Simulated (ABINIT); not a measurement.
## Quasiparticle gap of KMgF3 (Pm-3m) in ABINIT

Aim: the G0W0 gap of KMgF3 (Pm-3m) on PBE, step by step.

Calculated with ABINIT 10.8.3; PBE and many-body steps on it, plane waves.

**1. The starting structure**

It takes space group Pm-3m (No. 221, cubic). Conventional cell: a = 3.986 Å, b = 3.986 Å, c = 3.986 Å, α = 90.00°, β = 90.00°, γ = 90.00°. Nearest to K lie 12 F at 2.82 Å. Nearest to Mg lie 6 F at 1.99 Å. F has 2 Mg at 1.99 Å and 4 K at 2.82 Å nearest. Farther neighbours and most contacts between anions are not listed.

The cell and positions come from the Crystallography Open Database and are kept as given unless a step says otherwise.

**2. Ground state**

This step: ABINIT 10.8.3; DFT, PBE, plane waves, norm-conserving pseudopotentials.

The ground-state density comes first.

Contents of run.abi:

```
acell 3*1.0 Angstrom
rprim 
  3.985900000000 0.000000000000 0.000000000000
  0.000000000000 3.985900000000 0.000000000000
  0.000000000000 0.000000000000 3.985900000000
ntypat 3
znucl 19 12 9
natom 5
typat 1 2 3 3 3
xred 
  0.500000000000 0.500000000000 0.500000000000
  0.000000000000 0.000000000000 0.000000000000
  0.500000000000 0.000000000000 0.000000000000
  0.000000000000 0.500000000000 0.000000000000
  0.000000000000 0.000000000000 0.500000000000
pp_dirpath "pseudos"
pseudos "K.upf, Mg.upf, F.upf"
ecut 38
ngkpt 6 6 6
nshiftk 1
shiftk 0 0 0
kptopt 1
chksymbreak 0
nband 26
occopt 1
tolvrs 1e-10
nstep 60
prtwf 0
optforces 0
optstress 0
indata_prefix "in"
outdata_prefix "out"
tmpdata_prefix "tmp"
```

The run is started by

```bash
$ OMP_NUM_THREADS=1 mpirun -n 4 abinit run.abi > log
```

Numbers of over 12 decimals in the logs are rounded to 6 here.

The program printed:

```text
.Version 10.8.3 of ABINIT. v10.8.2 released Aug 2026.

 Symmetries : space group Pm -3 m (#221); Bravais cP (primitive cubic)
================================================================================
 Values of the parameters that define the memory need of the present run
     intxc =       0    ionmov =       0      iscf =       7    lmnmax =       6
     lnmax =       6     mgfft =      45  mpssoang =       3    mqgrid =    3001
     natom =       5  nloc_mem =       1    nspden =       1   nspinor =       1
    nsppol =       1      nsym =      48    n1xccc =    2501    ntypat =       3
    occopt =       1   xclevel =       2
-    mband =          26        mffmem =           1         mkmem =           5
       mpw =        4801          nfft =       91125          nkpt =          20
================================================================================
  Rough estimation (10% accuracy) of disk space for files :
================================================================================

--------------------------------------------------------------------------------
------------- Echo of variables that govern the present computation ------------
--------------------------------------------------------------------------------
 -outvars: echo values of preprocessed input variables --------
            acell      1.8897261259E+00  1.8897261259E+00  1.8897261259E+00 Bohr

      chksymbreak           0
             ecut      3.80000000E+01 Hartree
-          fftalg         312

              ixc     -101130
              kpt      0.00000000E+00  0.00000000E+00  0.00000000E+00
                       1.66666667E-01  0.00000000E+00  0.00000000E+00
                       3.33333333E-01  0.00000000E+00  0.00000000E+00
                       5.00000000E-01  0.00000000E+00  0.00000000E+00
                       1.66666667E-01  1.66666667E-01  0.00000000E+00
                       3.33333333E-01  1.66666667E-01  0.00000000E+00
                       5.00000000E-01  1.66666667E-01  0.00000000E+00
                       3.33333333E-01  3.33333333E-01  0.00000000E+00
                       5.00000000E-01  3.33333333E-01  0.00000000E+00
   [... 9 further rows ...]
                       5.00000000E-01  5.00000000E-01  3.33333333E-01
                       5.00000000E-01  5.00000000E-01  5.00000000E-01
         kptrlatt        6    0    0      0    6    0      0    0    6
          kptrlen      4.51935562E+01
P           mkmem           5
            natom           5
            nband          26
            ngfft          45      45      45
             nkpt          20
            nstep          60
             nsym          48
           ntypat           3
              occ      2.000000  2.000000  2.000000  2.000000  2.000000  2.000000
                       2.000000  2.000000  2.000000  2.000000  2.000000  2.000000
                       2.000000  2.000000  2.000000  2.000000  2.000000  2.000000
                       2.000000  2.000000  0.000000  0.000000  0.000000  0.000000
                       0.000000  0.000000
        optforces           0
        optstress           0
            prtwf           0
            rprim      3.9859000000E+00  0.0000000000E+00  0.0000000000E+00
[...]
spgroup         221

           tolvrs      1.00000000E-10

             xred      5.0000000000E-01  5.0000000000E-01  5.0000000000E-01
[...]
znucl       19.00000   12.00000    9.00000

================================================================================

 chkinp: Checking input parameters for consistency.

================================================================================
== DATASET  1 ==================================================================
-   mpi_nproc: 4, omp_nthreads: 1 (-1 if OMP is not activated)

--- !DatasetInfo
iteration_state: {dtset: 1, }
dimensions: {natom: 5, nkpt: 20, mband: 26, nsppol: 1, nspinor: 1, nspden: 1, mpw: 4801, }
cutoff_energies: {ecut:  38.0, pawecutdg:  -1.0, }
electrons: {nelect:   4.00000000E+01, charge:   0.00000000E+00, occopt:   1.00000000E+00, tsmear:   1.00000000E-02, }

 Real(R)+Recip(G) space primitive vectors, cartesian coordinates (Bohr,Bohr^-1):
 R(1)=  7.5322594  0.0000000  0.0000000  G(1)=  0.1327623  0.0000000  0.0000000
 R(2)=  0.0000000  7.5322594  0.0000000  G(2)=  0.0000000  0.1327623  0.0000000
 R(3)=  0.0000000  0.0000000  7.5322594  G(3)=  0.0000000  0.0000000  0.1327623
 Unit cell volume ucvol=  4.2734222E+02 bohr^3
 Angles (23,13,12)=  9.00000000E+01  9.00000000E+01  9.00000000E+01 degrees

 getcut: wavevector=  0.0000  0.0000  0.0000  ngfft=  45  45  45
         ecut(hartree)=     38.000   => boxcut(ratio)=   2.10509

--- Pseudopotential description ------------------------------------------------
- K Generated using ONCVPSP code by D. R. Hamann
- 19.00000   9.00000  171031                  znucl, zion, pspdat
12 -101130 2 -1 2222                          pspcod,pspxc,lmax,lloc,mmax
     nproj     2     2     2
  pspatm : epsatm=    8.42413758
         --- l  ekb(1:nproj) -->
[...]
pspatm: atomic psp has been read  and splines computed

- Mg Generated using ONCVPSP code by D. R. Hamann
- 12.00000  10.00000  171031                  znucl, zion, pspdat
12 -101130 1 -1 1510                          pspcod,pspxc,lmax,lloc,mmax
     nproj     2     2     0
  pspatm : epsatm=    9.22893308
         --- l  ekb(1:nproj) -->
[...]
pspatm: atomic psp has been read  and splines computed

- F Generated using ONCVPSP code by D. R. Hamann
-  9.00000   7.00000  171031                  znucl, zion, pspdat
12 -101130 2 -1 832                           pspcod,pspxc,lmax,lloc,mmax
     nproj     2     2     1
  pspatm : epsatm=    4.87625608
         --- l  ekb(1:nproj) -->
[...]
2   -2.441503
 pspatm: atomic psp has been read  and splines computed

   1.29127356E+03                                ecore*ucvol(ha*bohr**3)
--------------------------------------------------------------------------------

_setup2: Arith. and geom. avg. npw (full set) are    4783.282    4783.267

================================================================================

--- !BeginCycle
iteration_state: {dtset: 1, }
solver: {iscf: 7, nstep: 60, nline: 4, wfoptalg: 0, }
tolerances: {tolvrs: 1.00E-10, }

     iter   Etot(hartree)      deltaE(h)  residm     vres2
 ETOT  1  -163.55526943779    -1.636E+02 8.362E-02 5.301E+02
 ETOT  2  -163.63340071615    -7.813E-02 1.782E-02 3.212E+02
 ETOT  3  -163.75806503791    -1.247E-01 4.209E-03 1.653E+01
 ETOT  4  -163.76187722171    -3.812E-03 5.080E-03 1.993E-01
 ETOT  5  -163.76188956426    -1.234E-05 7.122E-04 2.114E-02
 ETOT  6  -163.76189049445    -9.302E-07 3.042E-03 2.963E-03
 ETOT  7  -163.76189067933    -1.849E-07 4.627E-04 1.291E-04
 ETOT  8  -163.76189069890    -1.957E-08 2.363E-04 2.146E-06
 ETOT  9  -163.76189069903    -1.227E-10 2.916E-04 6.085E-08
 ETOT 10  -163.76189069904    -1.145E-11 1.463E-04 1.927E-09
 ETOT 11  -163.76189069905    -1.083E-11 1.719E-04 1.066E-10
 ETOT 12  -163.76189069905    -3.126E-12 8.621E-05 7.549E-13

 At SCF step   12       vres2   =  7.55E-13 < tolvrs=  1.00E-10 =>converged.

--- !ResultsGS
iteration_state: {dtset: 1, }
comment   : Summary of ground state results
lattice_vectors:
- [  7.5322594,   0.0000000,   0.0000000, ]
- [  0.0000000,   7.5322594,   0.0000000, ]
- [  0.0000000,   0.0000000,   7.5322594, ]
lattice_lengths: [   7.53226,    7.53226,    7.53226, ]
lattice_angles: [ 90.000,  90.000,  90.000, ] # degrees, (23, 13, 12)
lattice_volume:   4.2734222E+02
convergence: {deltae: -3.126E-12, res2:  7.549E-13, residm:  8.621E-05, diffor:  0.000E+00, }
etotal    :  -1.63761891E+02
entropy   :   0.00000000E+00
fermie    :   3.03224315E-02
cartesian_stress_tensor: null
pressure_GPa: null
xred      :
- [  5.0000E-01,   5.0000E-01,   5.0000E-01,  K]
- [  0.0000E+00,   0.0000E+00,   0.0000E+00, Mg]
- [  5.0000E-01,   0.0000E+00,   0.0000E+00,  F]
- [  0.0000E+00,   5.0000E-01,   0.0000E+00,  F]
- [  0.0000E+00,   0.0000E+00,   5.0000E-01,  F]
cartesian_forces: null
force_length_stats: {min: null, max: null, mean: null, }

 Integrated electronic density in atomic spheres:
 ------------------------------------------------
 Atom  Sphere_radius  Integrated_density
[...]
================================================================================

 ----iterations are completed or convergence reached----

 Mean square residual over all n,k,spin=   24.116E-08; max=  86.214E-06
 reduced coordinates (array xred) for    5 atoms
       0.500000000000      0.500000000000      0.500000000000
       0.000000000000      0.000000000000      0.000000000000
       0.500000000000      0.000000000000      0.000000000000
       0.000000000000      0.500000000000      0.000000000000
       0.000000000000      0.000000000000      0.500000000000
 rms dE/dt=  0.0000E+00; max dE/dt=  0.0000E+00; dE/dt below (all hartree)
    1       0.000000000000      0.000000000000      0.000000000000
    2       0.000000000000      0.000000000000      0.000000000000
    3       0.000000000000      0.000000000000      0.000000000000
    4       0.000000000000      0.000000000000      0.000000000000
    5       0.000000000000      0.000000000000      0.000000000000

 cartesian coordinates (angstrom) at end:
    1      1.992950     1.992950     1.992950
    2      0.000000     0.000000     0.000000
    3      1.992950     0.000000     0.000000
    4      0.000000     1.992950     0.000000
    5      0.000000     0.000000     1.992950
 length scales=  1.889726125908  1.889726125908  1.889726125908 bohr
              =  1.000000000000  1.000000000000  1.000000000000 angstroms
 prteigrs : about to open file out_EIG
 Fermi (or HOMO) energy (hartree) =   0.03032   Average Vxc (hartree)=  -0.36156
 Eigenvalues (hartree) for nkpt=  20  k points:
 kpt#   1, nband= 26, wtk=  0.00463, kpt=  0.0000  0.0000  0.0000 (reduced coord)
  -2.57305   -1.35221   -1.35221   -1.35221   -0.91146   -0.70617   -0.68220   -0.68220
  -0.30477   -0.30477   -0.30477   -0.05792   -0.05792   -0.05792    0.00754    0.00754
   0.00754    0.01835    0.01835    0.01835    0.30056    0.40210    0.40210    0.48035
   0.48035    0.48035
 prteigrs : prtvol=0 or 1, do not print more k-points.

--- !EnergyTerms
iteration_state     : {dtset: 1, }
comment             : Components of total free energy in Hartree
kinetic             :  9.32337936666614E+01
hartree             :  4.93592468036625E+01
xc                  : -3.11789107569498E+01
Ewald energy        : -1.00018335275160E+02
psp_core            :  3.02163817822198E+00
local_psp           : -1.56444680899318E+02
non_local_psp       : -2.17346424161696E+01
total_energy        : -1.63761890699052E+02
total_energy_eV     : -4.45618806018402E+03
band_energy         : -2.13551125587157E+01

== END DATASET(S) ==============================================================
================================================================================

 -outvars: echo values of variables after computation  --------
           etotal     -1.6376189070E+02
            nband          26
             nkpt          20
          spgroup         221
 [... the other variables as echoed above ...]

 Calculation completed.
```

Elapsed: 32 s, on 4 MPI ranks of Arm Neoverse V1, shared host; peak memory 0.37 GiB; 2.1 min of CPU time.

Numbers from this step:

```yaml
total_energy: -4456.1881 eV
gap: 7.354 eV
k_of_the_valence_top: 0.5, 0.5, 0.5
k_of_the_conduction_bottom: 0, 0, 0
least_direct_gap: 7.679 eV
```

The gap is indirect, with the least direct gap 0.33 eV higher.

[end of part 1 of 3]

[Paths, hosts, dates, memory and timing lines, banners, echoed tables and standing remarks are left out of the program output.]

[Logs are printed without paths, hosts, clocks, repeated set-up lines and the standing remarks that a program may print on its own settings, such as how far it seeks lower states.]

[Runs of the session that timed out or met a known fault of the program may be left out.]

[Hosts, paths, dates, database ids (printed as entryN), source tags and the programs' standing remarks are cut or masked in the printed files.]

[G0W0 gaps are taken among the corrected bands and points alone; a level outside them can change the order at an edge.]

[Where Ansatz stands beside ABINIT at settings called matched, ABINIT's density can come from a denser mesh and the files from another edition; pairs whose starting gaps differed by over 0.03 eV were left out, so agreement reads better than it is.]
